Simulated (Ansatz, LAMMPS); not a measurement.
# Amorphous 92HfO2-8Y2O3 (mol %) (79 atoms): relaxation and levels of theory

Which bonds does the relaxation leave, and how do the Kohn-Sham gap, forces and pressure change with k-mesh and functional?

Calculated with Ansatz 0.2.0: Kohn-Sham DFT, PBE, PAW (set soft_2), plane waves; cutoff 420 eV, Γ point, fermi-dirac smearing of 0.025 eV.

**The cell**

Density at the start: 7.93 g/cm³. The cell holds 79 atoms: 23 Hf, 4 Y and 52 O. Its edges and angles: a = 10.350 Å, b = 10.350 Å, c = 10.350 Å, α = 90.0°, β = 90.0°, γ = 90.0°. 79 atoms (23 Zr, 4 Er, 52 O) placed at random at 5.39 g/cm³, melted at 5000 K for 10 ps at fixed volume with the Morse and Coulomb pair potential with partial charges (Pedone, Malavasi, Menziani, Cormack and Segre, J. Phys. Chem. B 110, 11780 (2006)). Quenched from 5000 K to 300 K at 50 K/ps and fixed volume, held 5 ps, then minimised at fixed cell. Then Zr was replaced by Hf, Er was replaced by Y (the potential has no terms for the new elements, so the cell is a start for a DFT relaxation).

Cell and atoms were relaxed with PBE. The walk converged after 16 steps by the program's count, with a largest force component of 0.0224 eV/Å; it began at an r.m.s. force component of 0.41 eV/Å. The edges went from 10.350, 10.350, 10.350 to 10.265, 10.021, 10.306 Å, and the volume from 14.035 to 13.391 Å³ an atom (-4.6 %).

The input of the reference single point:

```yaml
crystal:
  lattice:
    - [10.26264, 0.04273, -0.20925]
    - [0.04273, 10.0181, 0.24847]
    - [-0.20925, 0.24847, 10.30054]
  atoms:
    - { symbol: Hf, position: [0.67067, 0.40224, 0.61019] }
    - { symbol: Hf, position: [0.43155, 0.82827, 0.59454] }
    - { symbol: Hf, position: [0.12844, 0.07929, 0.56802] }
    - { symbol: Hf, position: [0.34609, 0.50349, 0.41507] }
    [... 73 atom lines left out ...]
    - { symbol: O, position: [0.1848, 0.29527, 0.11151] }
    - { symbol: O, position: [0.96884, 0.64, 0.46877] }
kpoints:
  mp_grid: { grid: [1, 1, 1] }
hamiltonian:
  xc: pbe
scf:
  occupations: { method: fermi_dirac, width: 0.025 }
output:
  forces: true
  stress: true
  populations: true
  dos:
    method: { smearing: { sigma: 0.08 } }
    de: 0.05
    projected: { site_lists: { Hf: [Hf], O: [O], "Y": ["Y"] } }
  eigenvalues: true
  write_density: true
  write_potential: true
  volumetric_format: npy
```

**Bonds after relaxation**

Bonds by pair of elements; cutoffs follow the first minimum of g(r), held within bounds set by covalent radii, and pairs that aren't listed don't count as bonded:

```csv
pair A-B,cutoff (Å),bonds,mean length (Å),spread (Å),shortest (Å),B about A,A about B
O-Hf,2.82,140,2.13,0.107,1.92,2.69,6.09
O-Y,3,25,2.37,0.153,2.19,0.481,6.25
```

How many atoms have how many bonded neighbours:

```csv
element,mean,2,3,4,5,6,7
Hf,6.09,0,0,0,1,19,3
O,3.17,3,37,12,0,0,0
Y,6.25,0,0,0,1,1,2
```

**Levels of theory**

Single points at the relaxed geometry:

| functional | k-mesh | Kohn-Sham gap (eV) | pressure (GPa) | r.m.s. force component (eV/Å) | SCF cycles | time |
| --- | --- | --- | --- | --- | --- | --- |
| PBE | 1×1×1 | 3.793 | -0.01 | 0.006 | 10 | 55 s |
| PBE | 2×2×2 | 3.734 | -0.01 | 0.017 | 10 | 8.6 min |
| HSE06 | 1×1×1 | 5.343 | -4.44 | 0.103 | 22 | 17 min |
| r2SCAN | 1×1×1 | 4.269 | -4.47 | 0.079 | 10 | 1.7 min |
| PBEsol | 1×1×1 | 3.712 | -5.86 | 0.078 | 10 | 55 s |

The gap is that between the highest filled and lowest empty Kohn-Sham level on the run's k-points. Cutoffs: 420 eV for PBE, HSE06 and PBEsol; 500 eV for r2SCAN. Times come from shared hosts and are rough.

**Findings**

By these cutoffs 83 % of Hf atoms have 6, 71 % of O atoms have 3 and 50 % of Y atoms have 7 neighbours. The Kohn-Sham gap is 3.79 eV with PBE on the 1×1×1 mesh and 3.73 eV on 2×2×2. On the 1×1×1 mesh HSE06 changes the gap by +1.55 eV against PBE. Carrying that shift over to the 2×2×2 mesh gives 3.73 + 1.55 = 5.28 eV, an estimate that takes the shift to be alike at all k-points. On the reference's mesh the gap changes with r2SCAN by +0.48 eV and PBEsol by -0.08 eV. Against the reference the pressure changes with HSE06 by -4.4 GPa, r2SCAN by -4.5 GPa and PBEsol by -5.8 GPa; a negative change means a smaller volume than PBE would take. The denser mesh moves the energy by -1.6 meV/atom and the pressure by +0.01 GPa.

Limits: All single points share the geometry relaxed with PBE. The volume changed by -4.6 % on relaxing; in so small a cell, on this mesh and at this cutoff, the relaxed density is rough. One sample; tail or defect levels can set the gap of a disordered cell. The quench rate of 50 K/ps is many orders above laboratory rates, so the cell is likely richer in defects and strain than a real sample. The network of bonds at the start is that of the classical potential that made the cell, and needn't be the one that DFT or experiment would give. Spin–orbit coupling is left out, which matters for the levels of the heavy elements. In some runs the program notes that it cut back its work space to fit the memory limit, the exchange threshold is loose for the stress and the SCF threshold is loose for the stress.

[Logs are printed without paths, hosts, clocks, repeated set-up lines and the standing remarks that a program may print on its own settings, such as how far it seeks lower states.]

[Hosts, paths, dates, database ids (printed as entryN), source tags and the programs' standing remarks are cut or masked in the printed files.]
